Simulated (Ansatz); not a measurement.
## NaBrF6: complex band structure

Aim: relax a made-up compound, NaBrF6, and see how good a tunnel barrier it would be. It is built by putting Na for Cs in the CsBrF6 structure of space group R-3, with the volume rescaled by atomic radii. The parent structure comes from the Materials Project.

Main program and level: Ansatz 0.2.0; PBEsol DFT, plane waves, PAW files, in the first sound run; inputs show where later runs differ.

This is a report of a sequence of runs, with most program output left out.

The structure was built from a prototype and need not be the compound's stable phase.

## Step 1: The starting structure

It takes space group R-3 (No. 148, trigonal). Conventional cell: a = 7.106 Å, b = 7.106 Å, c = 7.219 Å, α = 90.00°, β = 90.00°, γ = 120.00°. Na has 6 F at 2.80 Å nearest. Nearest to Br lie 6 F at 1.71 Å. Nearest to F lie 1 Br at 1.71 Å and 1 Na at 2.80 Å. It derives from CsBrF6. Na for Cs in the CsBrF6 structure of space group R-3. Farther neighbours and most contacts between anions are not listed.

## Step 2: Cell and atoms at rest

The substituted atoms don't fit the parent's cell, so cell and atoms relax together. A small smearing keeps the run stable in case the gap closes on the way.

File input.yaml:

```yaml
crystal:
  lattice:
    - [3.5528956199, 2.0512652425, 2.4062421483]
    - [-3.5528956199, 2.0512652425, 2.4062421483]
    - [0.0, -4.1025304851, 2.4062421483]
  atoms:
    - { symbol: Na, position: [0.5, 0.5, 0.5] }
    - { symbol: Br, position: [0.0, 0.0, 0.0] }
    - { symbol: F, position: [0.80563274, 0.70085214, 0.07803105] }
    - { symbol: F, position: [0.07803105, 0.80563274, 0.70085214] }
    - { symbol: F, position: [0.70085214, 0.07803105, 0.80563274] }
    - { symbol: F, position: [0.19436726, 0.29914786, 0.92196895] }
    - { symbol: F, position: [0.92196895, 0.19436726, 0.29914786] }
    - { symbol: F, position: [0.29914786, 0.92196895, 0.19436726] }
kpoints:
  mp_grid: { grid: [6, 6, 6] }
scf:
  occupations: { method: gaussian, width: 0.03 }
hamiltonian:
  xc: pbesol
output:
  forces: true
  stress: true
relax:
  f_tol: 0.02
  max_steps: 60
  cell: {}
```

On the command line:

```sh
> ansatz run input.yaml --threads 2 --pin off --max-ram 4096MiB --backend cpu --events-out ev --progress --plain --runs-dir out
```

It took 49 s on 2 threads of Intel Xeon Platinum 8488C (Sapphire Rapids), shared host; peak memory 0.52 GiB; 94 s of CPU time.

Step by step:

```
step  energy less that of the first step (eV)  largest force component (eV/Å)  pressure (GPa)  volume (Å³)
   1                                   0.0000                          4.8459           31.65       105.22
   2                                  -2.3174                          1.5895           11.28       105.70
   3                                  -2.7350                          0.1489            0.10       110.20
   4                                  -2.7446                          0.0960           -0.03       109.78
   5                                  -2.7614                          0.0530            0.38       108.30
   6                                  -2.7633                          0.0383            0.20       108.36
   7                                  -2.7696                          0.0378            0.24       107.90
   8                                  -2.7518                          0.2408           -1.40       106.95
   9                                  -2.7741                          0.0051            0.00       107.61
  10                                  -2.7754                          0.0219           -0.12       107.29
  11                                  -2.7752                          0.0044            0.02       107.46
 12*                                  -2.7974                          0.0046            0.44       107.46
  13                                  -2.7914                          0.0064           -0.06       109.77
  14                                  -2.7925                          0.0032           -0.05       109.73
  15                                  -2.7933                          0.0040            0.02       109.59
  16                                  -2.7931                          0.0001            0.00       109.64
 17*                                  -2.8071                          0.0011            0.09       109.64
  18                                  -2.8061                          0.0026            0.03       110.09
  19                                  -2.8048                          0.0004            0.00       110.38
 20*                                  -2.8092                          0.0008            0.03       110.38
  21                                  -2.8082                          0.0008            0.01       110.66
 22*                                  -2.8091                          0.0009            0.02       110.66
```

Relaxation steps marked * repeat the geometry before them on a plane-wave basis chosen anew for their cell, so energy and pressure can jump there. Relaxation steps 8, 10 were tried and not accepted.

The run keeps the 6 symmetry operations that it works with, so distortions that break them were not tested.

```
conventional cell, symmetrised  before  after  change
                         a (Å)   7.106  7.486  +5.3 %
                         b (Å)   7.106  7.486  +5.3 %
                         c (Å)   7.219  6.841  -5.2 %
              volume (Å³/atom)   13.15  13.83  +5.2 %
```

The atoms that moved most (Å, as changes of fractional coordinates times the final cell):

```
atom      dx      dy      dz  length
  F6   0.128   0.070   0.191   0.240
  F3  -0.128  -0.070  -0.191   0.240
  F5   0.003   0.146  -0.191   0.240
  F7  -0.125   0.075   0.191   0.240
  F8  -0.003  -0.146   0.191   0.240
  F4   0.125  -0.075  -0.191   0.240
```

The relaxed structure:

```cif
data_structure
_symmetry_space_group_name_H-M 'P 1'
_symmetry_Int_Tables_number 1
_cell_length_a 4.8865
_cell_length_b 4.8865
_cell_length_c 4.8865
_cell_angle_alpha 99.982
_cell_angle_beta 99.982
_cell_angle_gamma 99.982
_cell_volume 110.66
loop_
_atom_site_label
_atom_site_type_symbol
_atom_site_fract_x
_atom_site_fract_y
_atom_site_fract_z
_atom_site_occupancy
Na1 Na 0.50000 0.50000 0.50000 1
Br2 Br 0.00000 0.00000 0.00000 1
F3 F 0.75526 0.68459 0.06100 1
F4 F 0.06100 0.75526 0.68459 1
F5 F 0.68459 0.06100 0.75526 1
F6 F 0.24474 0.31541 0.93900 1
F7 F 0.93900 0.24474 0.31541 1
F8 F 0.31541 0.93900 0.24474 1
```

This step gave:

* free energy: -9009.9090 eV
* Fermi energy: 2.841 eV
* pressure: 0.02099 GPa

The largest force component on a free atom ends at 8.9e-4 eV/Å.

## Step 3: Band edges

The energy window and the wavevectors of the next steps follow from the band edges, so these are searched first, off the mesh as well.

File input.yaml:

```yaml
crystal:
  lattice:
    - [3.7428009856, 2.1609071565, 2.2803684349]
    - [-3.7428009856, 2.1609071565, 2.2803684349]
    - [0.0, -4.3218143131, 2.2803684349]
  atoms:
    - { symbol: Na, position: [0.5, 0.5, 0.5] }
    - { symbol: Br, position: [0.0, 0.0, 0.0] }
    - { symbol: F, position: [0.7552587781, 0.6845906729, 0.0609963805] }
    - { symbol: F, position: [0.0609963805, 0.7552587781, 0.6845906729] }
    - { symbol: F, position: [0.6845906729, 0.0609963805, 0.7552587781] }
    - { symbol: F, position: [0.2447412219, 0.3154093271, 0.9390036195] }
    - { symbol: F, position: [0.9390036195, 0.2447412219, 0.3154093271] }
    - { symbol: F, position: [0.3154093271, 0.9390036195, 0.2447412219] }
kpoints:
  mp_grid: { grid: [6, 6, 6] }
  band_path: { path: [VBM, CBM], npoints: 30 }
scf:
  occupations: { method: fixed }
hamiltonian:
  xc: pbesol
output:
  eigenvalues: true
  write_potential: true
  write_density: true
  volumetric_format: npy
  elf: true
```

It took 11 s on 2 threads; peak memory 0.48 GiB; 21 s of CPU time.

Numbers from this step:

| Quantity | Value |
| --- | --- |
| free energy | -9009.9092 eV |
| Fermi energy | 1.015 eV |
| gap on the k-mesh | 3.654 eV |
| gap on path | 3.613 eV, by band count; negative where bands overlap |
| direct gap on path | 3.663 eV |
| edge places on path | 0, 0.5246 1/A along the path |

Electronic bands along the path, in eV, zero at the Fermi level (highest filled level under fixed occupations); # counts the bands kept:

```
  point    #15    #16    #17    #18   #19   #20   #21
    VBM  -1.53  -1.53  -1.38   0.04  3.71  3.71  4.21
halfway  -1.62  -1.47  -1.43  -0.05  3.67  3.90  4.27
    CBM  -1.69  -1.51  -1.45  -0.12  3.65  4.00  4.38
```

ELF in the ab plane of the conventional cell at fractional z = 0.166, with atoms of Na and F within 0.2 Å of it. It is the smooth field of the valence electrons, not physical close to the nuclei.

Values, 11 rows by 16 columns, each cell a mean:
```
0.29 0.64 0.64 0.77 0.62 0.11 0.08 0.35 0.42 0.25 0.11 0.42 0.70 0.70 0.45 0.19
0.54 0.79 0.76 0.64 0.23 0.02 0.04 0.03 0.01 0.09 0.53 0.78 0.65 0.72 0.40 0.11
0.30 0.41 0.31 0.10 0.17 0.42 0.51 0.31 0.02 0.21 0.64 0.78 0.74 0.49 0.09 0.07
0.14 0.05 0.01 0.21 0.53 0.38 0.54 0.25 0.01 0.06 0.18 0.24 0.16 0.05 0.11 0.18
0.62 0.21 0.02 0.32 0.54 0.47 0.22 0.07 0.24 0.34 0.25 0.07 0.07 0.42 0.72 0.76
0.57 0.10 0.01 0.04 0.06 0.03 0.17 0.59 0.76 0.79 0.56 0.12 0.36 0.72 0.64 0.78
0.12 0.20 0.36 0.31 0.08 0.09 0.59 0.78 0.63 0.66 0.31 0.18 0.46 0.71 0.73 0.49
0.54 0.74 0.79 0.64 0.13 0.17 0.64 0.73 0.52 0.25 0.21 0.17 0.15 0.21 0.15 0.15
0.77 0.63 0.75 0.42 0.05 0.05 0.17 0.14 0.21 0.45 0.57 0.47 0.17 0.02 0.13 0.63
0.61 0.51 0.25 0.11 0.13 0.04 0.03 0.36 0.73 0.64 0.76 0.66 0.16 0.02 0.17 0.51
0.23 0.22 0.46 0.68 0.62 0.17 0.12 0.65 0.80 0.76 0.60 0.19 0.10 0.16 0.12 0.17
```
Columns run along a (7.5 Å), rows up along b (7.5 Å), edges of the conventional cell, whose origin can differ from the input's. Atoms in or near the plane, at fractional coordinates: Na at (0.33, 0.67), F at (0.59, 0.11), F at (0.89, 0.48), F at (0.52, 0.41), F at (0.08, 0.23), F at (0.77, 0.85), F at (0.15, 0.92).

Valence density in the ab plane of the conventional cell at fractional z = 0.166, with atoms of Na and F within 0.2 Å of it. It is the smooth field of the valence electrons, not physical close to the nuclei.

Ten steps, logarithmic in the rise over the least value, from '0' (0 e/Å³) to '9' (17 e/Å³), each cell a mean:
```
236874100122100134322
258973000000001467521
257741000000013798521
245410000000025886311
121100133200024663100
000001687400012320000
000005998300001000000
100016996100000000011
210015651000100001344
310001200012321013676
200000000146631126896
100000001478741136874
000100002688631235541
023320013676321222210
256531002342211110000
588630001111222100002
788510000002454200013
665200000025775200013
332100000147985100012
221222100157862000012
123554100145420001111
```
Columns run along a (7.5 Å), rows up along b (7.5 Å), edges of the conventional cell, whose origin can differ from the input's. Atoms in or near the plane, at fractional coordinates: Na at (0.33, 0.67), F at (0.59, 0.11), F at (0.89, 0.48), F at (0.52, 0.41), F at (0.08, 0.23), F at (0.77, 0.85), F at (0.15, 0.92).

Electrostatic potential energy in the ab plane of the conventional cell at fractional z = 0.166, with atoms of Na and F within 0.2 Å of it. With pseudopotentials it is smooth inside the atoms' cores, unlike the true potential.

Ten even steps from '_' (-43 eV) to '@' (9 eV), each cell a mean:
```
%%##--__..**@@@@@@@@@@@@@@@@@@@@%%##%%%%%%
%%++____::%%@@@@@@@@@@@@@@@@@@##::..++%%%%
%%==..::**@@@@@@@@@@@@@@@@@@%%::____++%%@@
@@##**##@@@@@@%%%%%%@@@@@@@@++____--%%@@@@
@@@@@@@@@@@@%%****##%%@@@@@@**::==%%@@@@@@
@@@@@@@@@@%%==__..**%%@@@@@@@@@@@@@@@@@@@@
@@@@@@@@%%++____..**%%@@@@@@@@@@@@@@@@@@@@
@@@@@@@@##::____==%%@@@@@@@@@@@@@@@@@@@@@@
@@@@@@%%##==--++%%@@@@@@@@@@@@@@@@@@@@##**
%%@@@@@@%%####%%@@@@@@@@@@@@@@@@@@%%--..::
@@@@@@@@@@%%@@@@@@@@##----%%@@@@%%==____--
@@@@@@@@@@@@@@@@@@##..__..##%%%%##::__::##
@@@@@@@@@@@@@@@@@@--____==%%%%%%##====##@@
@@@@%%%%@@@@@@@@%%--..==##%%%%%%%%@@@@@@@@
@@++::==@@@@@@@@@@%%##%%%%%%%%%%@@@@@@@@@@
++____--@@@@@@@@@@@@@@@@%%%%%%@@@@@@@@@@@@
..__..**@@@@@@@@@@@@@@%%##++##@@@@@@@@@@%%
::::**@@@@@@@@@@@@@@@@++..__==@@@@@@@@@@%%
####%%@@@@@@@@@@@@@@##..__..**@@@@@@@@@@%%
%%%%%%@@@@@@@@@@@@@@**....==@@@@@@@@@@@@%%
##%%%%++++%%@@@@@@@@##++**@@@@@@@@@@@@%%%%
```
Columns run along a (7.5 Å; values clipped at the 3rd and 97th percentile), rows up along b (7.5 Å), edges of the conventional cell, whose origin can differ from the input's. Atoms in or near the plane, at fractional coordinates: Na at (0.33, 0.67), F at (0.59, 0.11), F at (0.89, 0.48), F at (0.52, 0.41), F at (0.08, 0.23), F at (0.77, 0.85), F at (0.15, 0.92).

The searched edges give 3.61 eV, under the 3.65 eV of the mesh, which misses an edge.

## Step 4: Complex bands, plane (110)

This step: PBEsol DFT, plane waves, PAW files; complex bands by layer matching along the plane's normal (Ansatz 0.2.0).

The same crystal is laid in a cell whose first two vectors span the (110) plane (indices of the standard conventional cell, whose axes can be ordered otherwise than in the bulk input). At fixed energy and wavevector in the plane the solver finds all kz, real and complex. A few wavevectors are listed, (0, 0) and (-0.5, -0.5) in units of the plane's reciprocal vectors; the slowest state needn't be among them.

File input.yaml:

```yaml
crystal:
  lattice:
    - [4.886528334, 0.0, 0.0]
    - [-1.694028561, 6.050509647, 0.0]
    - [-0.84701428, 3.025254824, 3.742800986]
  atoms:
    - { symbol: Na, position: [0.5, 0.5, 0.0] }
    - { symbol: Br, position: [0.0, 0.0, 0.0] }
    - { symbol: F, position: [0.6845906729, 0.0609963805, 0.6942623976] }
    - { symbol: F, position: [0.7552587781, 0.6845906729, 0.3764057076] }
    - { symbol: F, position: [0.0609963805, 0.7552587781, 0.9293318948] }
    - { symbol: F, position: [0.3154093271, 0.9390036195, 0.3057376024] }
    - { symbol: F, position: [0.2447412219, 0.3154093271, 0.6235942924] }
    - { symbol: F, position: [0.9390036195, 0.2447412219, 0.0706681052] }
kpoints:
  mp_grid: { grid: [6, 6, 6] }
scf:
  occupations: { method: fixed }
hamiltonian:
  xc: pbesol
output:
  eigenvalues: true
  transmission:
    leads: [[0, 0]]
    kpoints: [[0.0, 0.0], [-0.5, -0.5]]
    e_range: [-1.0, 4.61]
    de: 0.09
```

The job ended after 44 s (2 threads; peak memory 0.82 GiB; 66 s of CPU time).

Numbers from this step:

* level to which the leads are filled: 1.827 eV from the Fermi level
* decay constant at the filling level, zone centre: 0.6497 Å⁻¹
* decay constant at the filling level, slowest listed point: 0.6497 Å⁻¹

K parallel (0, 0); values up to 1.5 1/Å, a degenerate pair printed once or twice; energies at which all values exceed this have no row. Im kz of the slowest decaying states against energy, zero at the highest filled level on the SCF mesh:

```
energy (eV)  decay 1 (Å⁻¹)  decay 2 (Å⁻¹)  decay 3 (Å⁻¹)  decay 4 (Å⁻¹)
    -1.0000          0.270          0.483           0.68          0.684
    -0.7300         0.0858          0.551          0.741          0.763
    -0.4600          0.602          0.791          0.815          0.987
    -0.2800          0.633          0.823          0.840           1.01
    -0.0100          0.231          0.675          0.865          0.869
     0.2600          0.396          0.711          0.852          0.891
     0.5300          0.485          0.741          0.821          0.910
     0.7100          0.528          0.759          0.811          0.921
     0.9800          0.576          0.782          0.799          0.935
     1.2500          0.610          0.787          0.802          0.948
     1.5200          0.635          0.774          0.818          0.960
     1.7900          0.650          0.759          0.831          0.970
     1.9700          0.654          0.748          0.838          0.977
     2.2400          0.651          0.730          0.846          0.987
     2.5100          0.632          0.709          0.850          0.971
     2.7800          0.594          0.683          0.850          0.950
     2.9600          0.556          0.660          0.848          0.937
     3.2300          0.467          0.612          0.838          0.920
     3.5000          0.304          0.541          0.817          0.909
     3.7700          0.421          0.777          0.903           1.02
     4.0400          0.668          0.907           1.00           1.23
     4.2200          0.223          0.511          0.621          0.931
     4.4900          0.371          0.773          0.808          0.927
```

K parallel (-0.5, -0.5); values up to 1.5 1/Å, a degenerate pair printed once or twice; energies at which all values exceed this have no row. Table of Im kz of the slowest decaying states by energy, zero at the highest filled level on the SCF mesh:

```
energy (eV)  decay 1 (Å⁻¹)  decay 2 (Å⁻¹)  decay 3 (Å⁻¹)  decay 4 (Å⁻¹)
    -1.0000          0.512          0.582          0.698          0.816
    -0.7300          0.584          0.647          0.749          0.825
    -0.4600          0.620          0.674          0.779          0.824
    -0.2800          0.589          0.677          0.808          0.809
    -0.0100          0.523          0.561          0.727          0.786
     0.2600          0.638          0.700          0.760          0.817
     0.5300          0.678          0.757          0.770          0.857
     0.7100          0.694          0.778          0.781          0.878
     0.9800          0.707          0.788          0.805          0.906
     1.2500          0.713          0.795          0.816          0.931
     1.5200          0.711          0.800          0.817          0.957
     1.7900          0.703          0.802          0.805          0.985
     1.9700          0.693          0.791          0.801           1.01
     2.2400          0.671          0.760          0.797           1.04
     2.5100          0.638          0.718          0.790           1.07
     2.7800          0.593          0.662          0.778           1.04
     2.9600          0.552          0.614          0.767           1.02
     3.2300          0.466          0.517          0.744          0.988
     3.5000          0.313          0.348          0.705          0.965
     3.7700          0.105          0.629          0.944           1.13
     4.0400          0.269          0.275          0.553          0.925
     4.2200          0.176          0.539          0.718          0.915
     4.4900          0.262          0.275          0.694          0.813
```

At the listed wavevectors the last open channel is at -0.19 eV and the next at +3.68 eV on the grid. At +1.79 eV, the grid energy nearest the filling level (the middle of the gap on the SCF mesh), the slowest state at the listed wavevectors decays with κ = 0.650 Å⁻¹, its amplitude falling by e over 1.5 Å. Through 1 nm of this crystal that state's transmission falls by exp(−2 × 0.650 Å⁻¹ × 10 Å) = 2.3e-6.

(Continued in part 2 of 2.)

[Logs are printed without paths, hosts, clocks, repeated set-up lines and the standing remarks that a program may print on its own settings, such as how far it seeks lower states.]

[Hosts, paths, dates, database ids (printed as entryN), source tags and the programs' standing remarks are cut or masked in the printed files.]
